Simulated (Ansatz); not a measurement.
**SnPt (model cell, started as zinc blende): phonons and vibrational spectra**

How does SnPt (model cell, started as zinc blende) vibrate, and is this structure a minimum?

Calculated with Ansatz 0.2.0; DFT LDA, scalar-relativistic, plane waves, PAW.

The structure was built from a prototype and need not be the compound's stable phase.

### Step 1. Starting point

Symmetry: F-43m, No. 216, cubic system. The conventional cell has a = 6.133 Å, b = 6.133 Å, c = 6.133 Å, α = 90.00°, β = 90.00°, γ = 90.00°. Nearest to Pt lie 4 Sn at 2.66 Å. Nearest to Sn lie 4 Pt at 2.66 Å. Farther neighbours are not listed.

### Step 2. Rough relaxation

The start is far from rest, so a relaxation with loose tolerances brings it close first.

The input, input.yaml:

```yaml
crystal:
  lattice:
    - [0.0, 3.06631, 3.06631]
    - [3.06631, 0.0, 3.06631]
    - [3.06631, 3.06631, 0.0]
  atoms:
    - { symbol: Pt, position: [0.0, 0.0, 0.0] }
    - { symbol: Sn, position: [0.25, 0.25, 0.25] }
kpoints:
  mp_grid: { grid: [6, 6, 6] }
hamiltonian:
  xc: lda
scf:
  occupations: { method: gaussian, width: 0.1 }
output:
  forces: true
  stress: true
  eigenvalues: true
relax:
  adjacent_minimum: "off"
  f_tol: 0.05
  max_steps: 80
  cell: { stress_tol: 0.5 }
```

Command:

```
$ ansatz run input.yaml --threads 4 --pin off --max-ram 7168MiB --backend cpu --events-out ev --progress --plain --runs-dir out
```

Numbers of over 12 decimals in the logs are rounded to 6 here.

What it wrote:

```text
The last accepted step is kept in <dir> (removed where the run ends without a failure and the disk answers)
Engine: ansatz 0.2.0, aarch64-unknown-linux-gnu
Pseudopotentials: kind: paw
Pseudopotential: Pt, paw, valence charge 18, recommended cutoff 420 eV (normal), Pt.paw.azcp
Pseudopotential: Sn, paw, valence charge 14, recommended cutoff 420 eV (normal), Sn.paw.azcp
Functional definition: SPW92
  exchange = slater_x
[...]
--- Relaxed structure (4 steps of the walk, 4 accepted, 1 SCFs on fresh bases) ---
  F+E_penalty+E_count = -18124.53725660 eV   max|allowed force component| = 1.327e-16 eV/Å   (the final SCF, on the basis selected at the relaxed cell)
  cell:  # Å, volume = 51.6091 Å³
    - [0, 2.955054, 2.955054]
    - [2.955054, 0, 2.955054]
    - [2.955054, 2.955054, 0]
  atoms:
    - { symbol: Pt, position: [0, 0, 0] }
    - { symbol: Sn, position: [0.25, 0.25, 0.25] }
[key lines of the parts left out:]
SCF converged after 4 iterations
Free energy (F): -18124.537257 eV
Fermi energy:    11.168216 eV
P = ⅓ Tr σ = -0.0523 GPa (-0.523 kbar)
```

The job ended after 2.7 s (4 threads of Arm Neoverse V2, shared host; peak memory 0.34 GiB; 8.7 s of CPU time).

Relaxation path:

| step | energy less that of the first step (eV) | largest force component (eV/Å) | pressure (GPa) | volume (Å³) |
| --- | --- | --- | --- | --- |
| 1 | 0.0000 | 0.0000 | -8.08 | 57.66 |
| 2 | -0.1505 | 0.0000 | 4.03 | 49.63 |
| 3 | -0.1720 | 0.0000 | -0.85 | 52.04 |
| 4 | -0.1734 | 0.0000 | -0.06 | 51.61 |
| 5* | -0.1714 | 0.0000 | -0.05 | 51.61 |

Relaxation steps marked * repeat the geometry before them on a plane-wave basis chosen anew for their cell, so energy and pressure can jump there.

Forces are held to the 24 operations that the run works with; a distortion that breaks them can't arise in this run.

| conventional cell, symmetrised | before | after | change |
| --- | --- | --- | --- |
| a (Å) | 6.133 | 5.910 | -3.6 % |
| b (Å) | 6.133 | 5.910 | -3.6 % |
| c (Å) | 6.133 | 5.910 | -3.6 % |
| volume (Å³/atom) | 28.83 | 25.80 | -10.5 % |

The relaxed structure:

```
Pt Sn
1.0
     0.00000    2.95505    2.95505
     2.95505    0.00000    2.95505
     2.95505    2.95505    0.00000
Pt Sn
1 1
Direct
  0.00000 0.00000 0.00000
  0.25000 0.25000 0.25000
```

This step gave:

- pressure: -0.05229 GPa
- volume per atom: 25.80 Å³
- gap on the k-mesh: 0 eV

In this step the volume went from 28.83 to 25.80 Å³/atom.

### Step 3. Relaxation

Harmonic phonons are second derivatives at a point where the forces vanish, and they are wanted at zero stress, so atoms and cell are relaxed first.

The input, input.yaml:

```yaml
crystal:
  lattice:
    - [0.0, 2.9550535094, 2.9550535094]
    - [2.9550535094, 0.0, 2.9550535094]
    - [2.9550535094, 2.9550535094, 0.0]
  atoms:
    - { symbol: Pt, position: [0.0, 0.0, 0.0] }
    - { symbol: Sn, position: [0.25, 0.25, 0.25] }
kpoints:
  mp_grid: { grid: [12, 12, 12] }
hamiltonian:
  xc: lda
scf:
  occupations: { method: gaussian, width: 0.1 }
output:
  forces: true
  stress: true
  eigenvalues: true
  write_density: true
  write_potential: true
  elf: true
  volumetric_format: npy
relax:
  adjacent_minimum: "off"
  f_tol: 0.005
  max_steps: 80
  cell: { stress_tol: 0.05 }
```

What it wrote:

```text
[...]
Crystal: 2 atoms, lattice volume = 51.609 Å³
Basis set: ecut = 420 eV, 965 PW (Γ)
Bands: 20, of which v1, the nominal top of the filled ones, is band 16 counted from 1 (15 counted from 0)
Symmetry: 24 space group operations
[...]
k-points: 72 of 1728 (time reversal used)
[...]
SCF iter   1: F=—  HF=-18124.570894 eV  |F-HF|=—  |Δ(HF+E_count)|=         —  Δρ=5.77e-3  dr2=9.67e-3  ethr=1.77e-3  ⟨swp⟩=5.7  Hψ=6736  notcnv=0
[...]
SCF iter   7: F=-18124.567139 eV  HF=-18124.567139 eV  |F-HF|=5.13e-10  |Δ(HF+E_count)|=   2.26e-8  Δρ=4.20e-6  dr2=1.50e-8  ethr=3.13e-10  ⟨swp⟩=9.5  Hψ=9432  notcnv=0
SCF 1 converged in 7 iterations: F = -18124.567139 eV  dr2 = 1.50e-8
[...]
relax step   1: F+E_penalty+E_count = -18124.56713871 eV  Δ(F+E_penalty+E_count) = +0.000e0 eV  max|allowed force component| = 8.558e-17 eV/Å  Δτ_max = 0.0000 Å  P = -0.170 GPa  Ω = 51.609 Å³  (7 SCF iters, dr2 threshold 1.00e-7 eV, accepted)
Crystal: 2 atoms, lattice volume = 51.449 Å³
[...]
SCF iter   4: F=-18124.567224 eV  HF=-18124.567224 eV  |F-HF|=1.35e-8  |Δ(HF+E_count)|=   8.47e-8  Δρ=6.24e-6  dr2=4.43e-8  ethr=2.25e-10  ⟨swp⟩=7.6  Hψ=10198  notcnv=0
SCF 2 converged in 4 iterations: F = -18124.567224 eV  dr2 = 4.43e-8
relax step   2: F+E_penalty+E_count = -18124.56722379 eV  Δ(F+E_penalty+E_count) = -8.508e-5 eV  max|allowed force component| = 1.148e-16 eV/Å  Δτ_max = 0.0000 Å  P = +0.132 GPa  Ω = 51.449 Å³  energy of the carried Pulay correction = +6.550e-5 eV  (4 SCF iters, dr2 threshold 7.21e-8 eV, accepted)
Crystal: 2 atoms, lattice volume = 51.519 Å³
[...]
SCF iter   4: F=-18124.567224 eV  HF=-18124.567224 eV  |F-HF|=8.69e-10  |Δ(HF+E_count)|=   1.13e-8  Δρ=1.47e-6  dr2=1.72e-9  ethr=1.35e-10  ⟨swp⟩=7.9  Hψ=8245  notcnv=0
SCF 3 converged in 4 iterations: F = -18124.567224 eV  dr2 = 1.72e-9
relax step   3: F+E_penalty+E_count = -18124.56722374 eV  Δ(F+E_penalty+E_count) = +4.691e-8 eV  max|allowed force component| = 9.339e-17 eV/Å  Δτ_max = 0.0000 Å  P = -0.000 GPa  Ω = 51.519 Å³  energy of the carried Pulay correction = +3.693e-5 eV  (4 SCF iters, dr2 threshold 4.33e-8 eV, accepted)
[...]
SCF iter   1: F=—  HF=-18124.567194 eV  |F-HF|=—  |Δ(HF+E_count)|=         —  Δρ=3.16e-6  dr2=3.27e-9  ethr=2.07e-7  ⟨swp⟩=3.0  Hψ=10334  notcnv=0
eigensolver tolerance schedule: the retry pair's looser diagonalisation over-reported the residual by 20271.23 of it (diagonalisation noise at an unbounded share of the residual, at the tolerance the schedule requests for it); recorded, not acted on — ethr = c·dr2/N_el stays at c = 1.0e-1
SCF iter   2: F=—  HF=-18124.567191 eV  |F-HF|=—  |Δ(HF+E_count)|=   2.85e-6  Δρ=1.69e-6  dr2=1.45e-9  ethr=1.02e-11  ⟨swp⟩=4.0  Hψ=3692  notcnv=0
[...]
SCF iter   5: F=-18124.567191 eV  HF=-18124.567191 eV  |F-HF|=7.28e-12  |Δ(HF+E_count)|=  3.27e-11  Δρ=1.63e-7  dr2=1.68e-11  ethr=1.00e-12  ⟨swp⟩=5.4  Hψ=6833  notcnv=0
SCF 4 converged in 5 iterations: F = -18124.567191 eV  dr2 = 1.68e-11
relax step   4: F+E_penalty+E_count = -18124.56719140 eV  Δ(F+E_penalty+E_count) = +3.235e-5 eV  max|allowed force component| = 8.529e-17 eV/Å  Δτ_max = 0.0000 Å  P = -0.000 GPa  Ω = 51.519 Å³  stress off target by 2.53e-4 GPa  SCF on the basis re-selected at this cell (its energy is not comparable with the rows above)  (5 SCF iters)
[...]
SCF converged after 5 iterations
Free energy (F): -18124.567191 eV
[...]
Internal energy: -18124.562503 eV  (E = F + TS)
E sigma→0 (E₀):  -18124.564847 eV
Entropy (-TS):   -0.004689 eV (-2.344 meV/atom)
Fermi energy:    11.034140 eV
[...]
--- Stress (GPa, compression-positive) ---
       -0.000253       0.000000       0.000000
        0.000000      -0.000253      -0.000000
        0.000000       0.000000      -0.000253
  P = ⅓ Tr σ = -0.0003 GPa (-0.003 kbar)
--- Band table (eV; the first three rows and the last of 72) ---
  k-point 0: bands = [... 12 lower, 7.0042, 8.3132, 8.3132, 16.2667, 16.9221, 16.9221, 16.9221, 18.0080]
  k-point 1: bands = [... 12 lower, 7.0298, 8.3032, 8.3032, 15.2945, 16.5359, 16.5359, 16.7379, 18.3825]
  k-point 2: bands = [... 12 lower, 7.0959, 8.2842, 8.2842, 13.5564, 15.8882, 15.8882, 16.6388, 18.9511]
  k-point 71: bands = [... 12 lower, 7.7867, 8.3235, 8.6313, 9.7829, 10.1387, 11.5359, 19.2947, 19.5984]
--- Relaxed structure (3 steps of the walk, 3 accepted, 1 SCFs on fresh bases) ---
[...]
cell:  # Å, volume = 51.5188 Å³
    - [0, 2.953329, 2.953329]
    - [2.953329, 0, 2.953329]
    - [2.953329, 2.953329, 0]
  atoms:
    - { symbol: Pt, position: [0, 0, 0] }
    - { symbol: Sn, position: [0.25, 0.25, 0.25] }
```

Run time: 7.4 s. Hardware: 4 threads; peak memory 0.42 GiB; 28 s of CPU time.

Little changed from the start: no atom moved by 0.005 Å and no cell edge by 0.1 %.

Numbers from this step:

| Item | Value |
| --- | --- |
| pressure | -2.53e-4 GPa |
| volume per atom | 25.76 Å³ |

Valence density in the ac plane of a cell with a along [110], b along [-110] and c along [001] of the cube at fractional y = 0.000, with atoms of Pt and Sn within 0.2 Å of it. It is the smooth field of the valence electrons, not physical close to the nuclei.

Values in units of 1e0 e/Å³, 9 rows by 16 columns, each cell a mean:
```
7.2 2.4 0.5 0.5 0.5 0.4 1.3 5.9 7.2 2.4 0.5 0.5 0.5 0.4 1.3 5.9
0.8 0.5 0.9 4.8 6.5 1.6 0.5 0.7 0.8 0.5 0.9 4.8 6.5 1.6 0.5 0.7
0.1 0.2 1.0 6.8 9.2 2.0 0.3 0.1 0.1 0.2 1.0 6.8 9.2 2.0 0.3 0.1
0.0 0.1 0.2 0.8 0.9 0.4 0.1 0.0 0.0 0.1 0.2 0.8 0.9 0.4 0.1 0.0
0.0 0.0 0.1 0.1 0.1 0.1 0.0 0.0 0.0 0.0 0.1 0.1 0.1 0.1 0.0 0.0
0.0 0.0 0.0 0.0 0.0 0.0 0.0 0.0 0.0 0.0 0.0 0.0 0.0 0.0 0.0 0.0
0.1 0.1 0.0 0.0 0.0 0.0 0.1 0.1 0.1 0.1 0.0 0.0 0.0 0.0 0.1 0.1
1.6 0.6 0.1 0.0 0.0 0.1 0.3 1.3 1.6 0.6 0.1 0.0 0.0 0.1 0.3 1.3
9.1 3.0 0.4 0.1 0.1 0.2 1.6 7.5 9.1 3.0 0.4 0.1 0.1 0.2 1.6 7.5
```
Columns run along a (8.4 Å), rows up along c (5.9 Å), edges of the conventional cell, whose origin can differ from the input's. Atoms in or near the plane, at fractional coordinates: Pt at (0.50, 0.00), Pt at (0.00, 0.00), Sn at (0.75, 0.75), Sn at (0.25, 0.75).

Electrostatic potential energy in the ac plane of a cell with a along [110], b along [-110] and c along [001] of the cube at fractional y = 0.000, with atoms of Pt and Sn within 0.2 Å of it. With pseudopotentials it is smooth inside the atoms' cores, unlike the true potential.

Ten even steps from '_' (-58 eV) to '@' (19 eV), each cell a mean:
```
__..++%%%%%%%%%%%%++______::##%%%%%%%%%%##::__
::==##%%##****##%%##==::::**%%##******##%%++::
####%%####@@@@####%%######%%##**%%@@%%**%%%%##
@@%%%%**%%@@@@%%**%%%%@@@@%%####@@@@@@####%%@@
@@@@%%**%%@@@@%%##%%@@@@@@@@##**@@@@@@**##@@@@
@@@@%%##**####**##%%@@@@@@@@%%####%%####%%@@@@
@@@@@@%%######%%%%@@@@@@@@@@@@%%######%%@@@@@@
@@@@@@@@@@%%%%@@@@@@@@@@@@@@@@@@%%%%%%@@@@@@@@
@@@@@@@@@@@@@@@@@@@@@@@@@@@@@@@@@@@@@@@@@@@@@@
@@@@@@@@@@@@@@@@@@@@@@@@@@@@@@@@@@@@@@@@@@@@@@
@@@@@@@@@@@@@@@@@@@@@@@@@@@@@@@@@@@@@@@@@@@@@@
@@@@@@@@@@@@@@@@@@@@@@@@@@@@@@@@@@@@@@@@@@@@@@
%%%%@@@@@@@@@@@@@@@@%%%%%%@@@@@@@@@@@@@@@@@@%%
++**%%@@@@@@@@@@@@%%**++++##%%@@@@@@@@@@%%##++
__::**%%@@@@@@@@%%**::__..==%%@@@@@@@@@@%%==..
____++%%@@@@@@@@%%==______::##%%@@@@@@%%##::__
```
Columns run along a (8.4 Å; values clipped at the 3rd and 97th percentile), rows up along c (5.9 Å), edges of the conventional cell, whose origin can differ from the input's. Atoms in or near the plane, at fractional coordinates: Pt at (0.50, 0.00), Pt at (0.00, 0.00), Sn at (0.75, 0.75), Sn at (0.25, 0.75).

ELF in the ac plane of a cell with a along [110], b along [-110] and c along [001] of the cube at fractional y = 0.000, with atoms of Pt and Sn within 0.2 Å of it. It is the smooth field of the valence electrons, not physical close to the nuclei.

Ten even steps from '0' (0.00) to '9' (0.68), each cell a mean:
```
98655445568997554445579
86554344557876544344567
55543113455555542124555
45541001455445430003454
33442002443334431013443
12344224432113443234431
01244444421002344444310
00123443210001234443200
00012222100000112221100
00001111000000011111000
21100000011221100000112
33210000123332110001123
44321001234443311011334
65332112345664321112346
98533223358986432123468
99644334469998543344589
```
Columns run along a (8.4 Å), rows up along c (5.9 Å), edges of the conventional cell, whose origin can differ from the input's. Atoms in or near the plane, at fractional coordinates: Pt at (0.50, 0.00), Pt at (0.00, 0.00), Sn at (0.75, 0.75), Sn at (0.25, 0.75).

In this step the volume went from 25.80 to 25.76 Å³/atom.

### Step 4. Relaxing to small forces for the phonons

Phonons need a cell at rest on their own settings, so the relaxation is repeated with tight tolerances on forces and stress on the k mesh and occupations of the first response run.

The input, input.yaml:

```yaml
crystal:
  lattice:
    - [0.0, 2.9533293504, 2.9533293504]
    - [2.9533293504, 0.0, 2.9533293504]
    - [2.9533293504, 2.9533293504, 0.0]
  atoms:
    - { symbol: Pt, position: [0.0, 0.0, 0.0] }
    - { symbol: Sn, position: [0.25, 0.25, 0.25] }
kpoints:
  mp_grid: { grid: [12, 12, 12] }
hamiltonian:
  xc: lda
scf:
  occupations: { method: methfessel_paxton, width: 0.15 }
output:
  forces: true
  stress: true
  eigenvalues: true
relax:
  adjacent_minimum: "off"
  f_tol: 0.001
  max_steps: 60
  cell: { stress_tol: 0.01 }
```

What it wrote:

```text
[...]
Crystal: 2 atoms, lattice volume = 51.519 Å³
Basis set: ecut = 420 eV, 965 PW (Γ)
Bands: 20, of which v1, the nominal top of the filled ones, is band 16 counted from 1 (15 counted from 0)
Symmetry: 24 space group operations
[...]
k-points: 72 of 1728 (time reversal used)
[...]
k-point 71: bands = [... 12 lower, 7.7869, 8.3237, 8.6314, 9.7830, 10.1387, 11.5359, 19.2947, 19.5984]
--- Relaxed structure (1 steps of the walk, 1 accepted, 1 SCFs on fresh bases) ---
[...]
cell:  # Å, volume = 51.5188 Å³
    - [0.0, 2.9533293504, 2.9533293504]
    - [2.9533293504, 0.0, 2.9533293504]
    - [2.9533293504, 2.9533293504, 0.0]
  atoms:
    - { symbol: Pt, position: [0.0, 0.0, 0.0] }
    - { symbol: Sn, position: [0.25, 0.25, 0.25] }
[key lines of the parts left out:]
SCF converged after 8 iterations
Free energy (F): -18124.564869 eV
Fermi energy:    11.028806 eV
P = ⅓ Tr σ = -0.0054 GPa (-0.054 kbar)
```

Run time: 4 s. Hardware: 4 threads; peak memory 0.42 GiB.

Little changed from the start: no atom moved by 0.005 Å and no cell edge by 0.1 %.

Numbers from this step:

- pressure: -0.005431 GPa

The forces vanish by symmetry and the pressure is -0.005 GPa, within the tolerances set. The cell now holds 25.76 Å³/atom.

### Step 5. Zone-centre response

The zone centre comes first: it holds the modes that light can see, as far as symmetry allows. No field response is asked, since the mesh shows no gap.

Edit input.yaml of step 4 so:

```diff
@@ -15,9 +15,4 @@
 output:
-  forces: true
-  stress: true
   eigenvalues: true
-relax:
-  adjacent_minimum: "off"
-  f_tol: 0.001
-  max_steps: 60
-  cell: { stress_tol: 0.01 }
+phonons:
+  method: dfpt
```

What it wrote:

```text
zone centre: on kpoints.mp_grid the ground state, and the responses unless they are solved on pairs of k-points, stand on 163 of the mesh's 1728 k-points, reduced under 8 symmetry operations, with k and −k counted as one. Each operation leaves every solved displacement unchanged or reverses it
[...]
Crystal: 2 atoms, lattice volume = 51.519 Å³
Basis set: ecut = 420 eV, 965 PW (Γ), exchange–correlation on 60×60×60 points (8 copies of the dense FFT grid, shifted against one another)
Bands: 20, of which v1, the nominal top of the filled ones, is band 16 counted from 1 (15 counted from 0)
Symmetry: 24 space group operations
k-points: 163 of 1728 (irreducible under 8 space group operations, time reversal used)
[...]
SCF iter   1: F=—  HF=-18124.568578 eV  |F-HF|=—  |Δ(HF+E_count)|=         —  Δρ=5.76e-3  dr2=9.60e-3  ethr=1.77e-3  ⟨swp⟩=5.6  Hψ=15142  notcnv=0
[...]
SCF iter  10: F=-18124.564869 eV  HF=-18124.564869 eV  |F-HF|=0.00e0  |Δ(HF+E_count)|=  1.09e-11  S|Δr|=    0.00e0  Δρ=9.19e-8  dr2=6.70e-12  ethr=1.00e-12  ⟨swp⟩=6.7  Hψ=14305  notcnv=0
SCF 1 converged in 10 iterations: F = -18124.564869 eV  dr2 = 6.70e-12
[...]
DFPT response loops at Γ: preconditioner auto → Kerker (q_TF=auto, 2.520 Å⁻¹) (partly filled bands, converged f_vac=0.032); β = 1.00, the filter's whole step (`scf.mixing.beta` (0.50) is not read by the response loops under this deck's `scf.mixing.preconditioner`; to damp them name `kerker` or `kerker_dos`, under which they read `scf.mixing.beta`, and type it under 1.00, their step now; both keys bind the ground state too); Broyden in place of MSR1
SCF converged after 10 iterations
[...]
Free energy (F): -18124.564869 eV
[...]
Internal energy: -18124.565042 eV  (E = F + TS)
E sigma→0 (E₀):  -18124.564912 eV
Entropy (-TS):   0.000173 eV (0.086 meV/atom)
Fermi energy:    11.028806 eV
[...]
--- Band table (eV; the first three rows and the last of 163) ---
  k-point 0: bands = [... 12 lower, 7.0044, 8.3134, 8.3134, 16.2667, 16.9221, 16.9221, 16.9221, 18.0081]
  k-point 1: bands = [... 12 lower, 7.0299, 8.3034, 8.3034, 15.2945, 16.5359, 16.5359, 16.7379, 18.3825]
  k-point 2: bands = [... 12 lower, 7.0961, 8.2843, 8.2843, 13.5565, 15.8882, 15.8882, 16.6388, 18.9511]
  k-point 162: bands = [... 12 lower, 7.7869, 8.3237, 8.6314, 9.7830, 10.1387, 11.5359, 19.2947, 19.5984]
--- Phonons (Γ-DFPT): 2 representative perturbations + reference, on 163 of 1728 k-points (Σ response iterations 6) ---
  k mesh reduced under 8 symmetry operations, with k and −k counted as one. Each operation leaves every solved displacement unchanged or reverses it
  ASR residual: 8.732e-5 → 0.000e0 eV/Å²; symmetrization residual: 4.547e-5 eV/Å²
  ASR residual per site (eV/Å²): 8.73e-5 2.24e-5
  Γ frequencies (cm⁻¹): 0.00 0.00 0.00 191.17 191.17 191.17
  non-analytic LO–TO correction: not included (Born effective charges unavailable; polar crystals: no LO–TO splitting at Γ)
```

It took 14 s on 4 threads; peak memory 0.72 GiB; 53 s of CPU time.

The column dr2 measures how far the density is from self-consistency, as an energy; F and HF (Harris–Foulkes) agree once it is small.

Numbers from this step:

```
sum-rule residual before enforcement                    : 8.73e-5 eV/Å²
point group                                             : -43m
highest optical mode at the zone centre (no LO-TO term) : 191.2 cm⁻¹
lowest optical zone-centre mode                         : 191.2 cm⁻¹
```

Patterns of degenerate modes are one choice out of their space. The modes at Γ (shares of kinetic energy by element, %):

| mode | frequency (cm⁻¹) | symmetry | Pt % | Sn % |
| --- | --- | --- | --- | --- |
| 1 | 0.0 | acoustic | 62 | 38 |
| 2 | 0.0 | acoustic | 62 | 38 |
| 3 | 0.0 | acoustic | 62 | 38 |
| 4 | 191.2 | T2 | 38 | 62 |
| 5 | 191.2 | T2 | 38 | 62 |
| 6 | 191.2 | T2 | 38 | 62 |

Displacements in mode 5 (191.2 cm⁻¹), the largest set to 1:
```
Pt1  0.00  0.00 -0.61
Sn2  0.00  0.00  1.00
```

Before it was imposed, the acoustic sum rule was missed by 8.7e-5 eV/Å². Small misses are needed for a sound result but don't prove that mesh and cutoff are converged. The lowest optical mode is real, 191 cm⁻¹.

[end of part 1 of 2]

[Logs are printed without paths, hosts, clocks, repeated set-up lines and the standing remarks that a program may print on its own settings, such as how far it seeks lower states.]

[Hosts, paths, dates, database ids (printed as entryN), source tags and the programs' standing remarks are cut or masked in the printed files.]
